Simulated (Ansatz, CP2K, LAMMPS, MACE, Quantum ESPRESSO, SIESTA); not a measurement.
**Structure and levels of amorphous 71SiO2-29Al2O3 (mol %) (100 atoms) across programs**

Aim: relax amorphous 71SiO2-29Al2O3 (mol %) (100 atoms), then compare forces, pressure and levels from several programs at that geometry.

These are calculated values.

**1. The structure**

The cell holds 100 atoms (20 Si, 16 Al and 64 O), with edges of 11.05, 11.05 and 11.05 Å. Recipe: 100 atoms (20 Si, 16 Al, 64 O) placed at random at 2.48 g/cm³, melted at 5000 K for 10 ps at fixed volume with the Morse and Coulomb pair potential with partial charges (Pedone, Malavasi, Menziani, Cormack and Segre, J. Phys. Chem. B 110, 11780 (2006)). Quenched from 5000 K to 300 K at 50 K/ps and fixed volume, held 5 ps, then minimised at fixed cell. Then the atoms were relaxed with MACE MPA-0 medium in the fixed cell. Then the atoms were relaxed with CP2K double zeta, PBE.

**2. The relaxation**

CP2K double zeta (DZVP-MOLOPT-SR, GTH-PBE potentials, 480 Ry; k-points Γ) took 24 geometry steps and reached its thresholds. It started from the geometry that MACE MPA-0 medium had relaxed.

Elapsed: 13 min, on 4 MPI ranks of Arm Neoverse V1, shared host; peak memory 2.5 GiB; 54 min of CPU time.

```tsv
	before	after
energy (meV/atom)	0	-2.0
Si-O bonds under 2.12 Å	80 at 1.639 Å	80 at 1.641 Å
Al-O bonds under 2.38 Å	70 at 1.845 Å	70 at 1.848 Å
```

Atoms moved by 0.03 Å r.m.s. and 0.07 Å at most, with the common shift taken off.

**3. Structure of the relaxed cell**

Density 2.48 g/cm³, 13.51 Å³ an atom.

g(r), total and by pair (bins of 0.2 Å):

```tsv
r (Å)	total	O-O	O-Si	O-Al	Si-Si	Si-Al	Al-Al
1.50	0.30	0.00	1.19	0.00	0.00	0.00	0.00
1.70	3.87	0.00	11.35	4.67	0.00	0.00	0.00
1.90	1.03	0.00	0.00	5.04	0.00	0.00	0.00
2.10	0.23	0.00	0.00	1.14	0.00	0.00	0.00
2.30	0.00	0.00	0.00	0.00	0.00	0.00	0.00
2.50	0.52	1.28	0.00	0.00	0.00	0.00	0.00
2.70	1.84	4.16	0.00	0.29	0.00	0.45	1.64
2.90	0.97	1.60	0.10	0.13	2.19	1.77	2.42
3.10	1.15	1.23	0.30	0.81	3.66	2.63	3.44
3.30	0.97	0.68	0.97	0.77	1.03	2.50	3.49
3.50	0.61	0.38	0.95	0.68	0.00	0.71	1.03
3.70	0.86	0.61	1.25	1.34	0.00	0.13	0.32
3.90	1.00	0.66	1.49	1.42	0.35	0.55	0.29
4.10	1.05	0.55	1.85	1.25	0.48	0.91	0.50
4.30	1.22	0.84	1.62	1.67	1.28	0.83	0.69
4.50	1.04	0.84	0.88	1.64	1.48	0.83	0.82
4.70	1.09	1.33	0.74	1.11	1.11	0.90	0.95
4.90	1.12	1.50	0.82	0.68	0.88	1.54	0.88
5.10	1.04	1.44	0.72	0.56	1.67	0.90	1.11
5.30	0.96	1.14	0.73	0.71	1.73	1.13	0.75
```

Bonds by pair of elements; cutoffs follow the first minimum of g(r), held within bounds set by covalent radii, and pairs that aren't listed don't count as bonded:

```tsv
pair A-B	cutoff (Å)	bonds	mean length (Å)	spread (Å)	shortest (Å)	B about A	A about B
O-Si	2.12	80	1.64	0.033	1.58	1.25	4
O-Al	2.38	70	1.85	0.102	1.65	1.09	4.38
```

How many atoms have how many bonded neighbours:

```tsv
element	mean	2	3	4	5
Al	4.38	0	0	10	6
O	2.34	42	22	0	0
Si	4	0	0	20	0
```

Bond angles (no mean is given where the spread exceeds 20°):

```tsv
angle	count	mean (°)	spread (°)
O-Si-O	120	109	6
O-Al-O	120	-	-
Al-O-Si	49	128	16.8
Al-O-Al	35	114	16
Si-O-Si	24	140	13.3
```

Oxygen atoms by the number of network formers (Si, P, Ge, B, Al, As, Ga) bound to them:

```tsv
network formers bound to O	O atoms	per cent
0	0	0
1	0	0
2	42	65.6
3	22	34.4
```

Network units: each former by its oxygen neighbours and how many of them bridge to another former:

```tsv
former	O neighbours	bridging O	atoms
Si	4	4	20
Al	4	4	10
Al	5	5	6
```

Bond length by coordination (bonds to H left out):

```tsv
element	coordination	atoms	mean bond length (Å)
Al	4	10	1.80
Al	5	6	1.91
O	2	42	1.66
O	3	22	1.84
```

Rings of the network by King's shortest-path rule, up to 12 atoms, one path for each pair of neighbours; H, halogens, alkali and alkaline-earth atoms are left out, and the last column divides by all other atoms, bonded or not:

```tsv
ring size (atoms)	rings	per network atom
4	8	0.08
6	13	0.13
8	39	0.39
10	31	0.31
12	23	0.23
```

For some of the pairs, g(r) has its first main peak near 2.7 Å (O-O), 1.6 Å (O-Si), 1.8 Å (O-Al), 3.0 Å (Si-Si), 3.1 Å (Si-Al) and 3.2 Å (Al-Al). With the cutoffs above, 62 % of Al atoms have 4, 66 % of O atoms have 2 and all Si atoms have 4 bonded neighbours. The O-Si-O angle averages 109° with a spread of 6°. 66 % of the oxygens bridge two formers (Si and Al) and 0 % are non-bridging; 34 % join three. The commonest Si unit has 4 oxygens, 4 of them shared with other formers (20 of 20 atoms). Rings of 8 atoms are the most common (34 % of those counted); sizes run from 4 to 12, where the search stops.

**4. The plane-wave reference**

Quantum ESPRESSO 7.5: Kohn-Sham DFT, PBE, SSSP efficiency 1.3.0 pseudopotentials, plane waves. Its input for the relaxed cell:

```
&control
  calculation = 'scf'
  pseudo_dir = './pseudo'
  outdir = './tmp'
  disk_io = 'none'
  tprnfor = .true.
  tstress = .true.
/
&system
  ibrav = 0
  nat = 100
  ntyp = 3
  ecutwfc = 60
  ecutrho = 480
  nosym = .true.
  occupations = 'smearing'
  smearing = 'fd'
  degauss = 0.003675
/
&electrons
  conv_thr = 5.0e-07
  electron_maxstep = 100
  mixing_beta = 0.4
  mixing_mode = 'plain'
  diagonalization = 'david'
/
ATOMIC_SPECIES
Si 28.085 Si.upf
Al 26.982 Al.upf
O 15.999 O.upf
CELL_PARAMETERS angstrom
11.05500 0.00000 0.00000
0.00000 11.05500 0.00000
0.00000 0.00000 11.05500
ATOMIC_POSITIONS crystal
Si 0.40121 0.53857 0.26731
Si 0.55021 0.83184 0.05114
Si 0.28183 0.53924 0.02503
[... 95 atom lines left out ...]
O 0.17287 0.88641 0.95929
O 0.94607 0.98174 0.07222
K_POINTS gamma
```

It took 4.6 min on 4 MPI ranks of Arm Neoverse V1, shared host; peak memory 4.4 GiB; 18 min of CPU time.

**5. Side by side**

CPU times are from a shared host and are rough.

| level | basis or training data | k-points | own r.m.s. force (meV/Å) | difference from the reference (meV/Å) | pressure (GPa) | Kohn-Sham gap (eV) | CPU time | memory (GiB) |
| --- | --- | --- | --- | --- | --- | --- | --- | --- |
| QE, PBE | plane waves, SSSP efficiency, 60/480 Ry | Γ | 99 | - | -0.88 | 3.52 | 18 min | 4.4 |
| CP2K triple zeta, PBE | TZV2P-UZH, GTH-PBE potentials, 600 Ry | Γ | 127 | 90 | -2.45 | 3.51 | 21 min | 7.1 |
| SIESTA DZP, PBE | DZP orbitals, shift 0.01 Ry, mesh 400 Ry | Γ | 174 | 168 | 1.74 | 3.57 | 7.1 min | 2.8 |
| MACE MPA-0 medium | trained on PBE(+U) plane-wave data | - | 108 | 59 | -0.83 | - | 11 s | 1.1 |

The gap is the spacing of the highest filled and lowest empty Kohn-Sham level on the mesh; a dash marks partly filled levels, a spacing under 0.15 eV or a method without such levels.

**6. What came out**

Relaxation in the fixed cell lowers the energy by 2 meV/atom at its own level and moves atoms by up to 0.07 Å. The reference finds an r.m.s. force of 99 meV/Å there and a pressure of -0.88 GPa, at a geometry that CP2K double zeta made. Forces differ from the reference's by 59 meV/Å (MACE MPA-0 medium), 90 meV/Å (CP2K triple zeta, PBE) and 168 meV/Å (SIESTA DZP, PBE).

CP2K double zeta is at its own minimum here, so the reference's force is itself a measure of how the two differ. Pressures lie +0.0 GPa (MACE MPA-0 medium), -1.6 GPa (CP2K triple zeta, PBE) and +2.6 GPa (SIESTA DZP, PBE) from the reference's. The highest filled and lowest empty levels lie 3.52 eV apart in the reference, against 3.51 eV in CP2K triple zeta, PBE and 3.57 eV in SIESTA DZP, PBE. With the cutoffs above, 62 % of Al atoms have 4, 66 % of O atoms have 2 and all Si atoms have 4 bonded neighbours. 66 % of the oxygens bridge two formers (Si and Al) and 0 % are non-bridging; 34 % join three.

**Limits.** The density was set by the recipe and held. One sample of a disordered cell; defect or tail levels can set the gap. Gaps are read on the mesh, which holds the band edges only if they fold onto it, and semilocal functionals tend to put them under measured ones. The quench rate of 50 K/ps is many orders above laboratory rates, so the cell is likely richer in defects and strain than a real sample. The reference samples only Γ, in a cell whose shortest periodic width is 11 Å. The plane-wave runs aren't exact: their cutoffs and mesh weren't converged further here. SIESTA's automatically made basis is far from complete, and its potentials were converted by us (checked for H, C, O, Si, Ge and Ca alone). Where levels are smeared, the DFT runs use Fermi–Dirac occupations at 580 K (0.05 eV), and energies are free energies.

[Logs are printed without paths, hosts, clocks, repeated set-up lines and the standing remarks that a program may print on its own settings, such as how far it seeks lower states.]

[Hosts, paths, dates, database ids (printed as entryN), source tags and the programs' standing remarks are cut or masked in the printed files.]
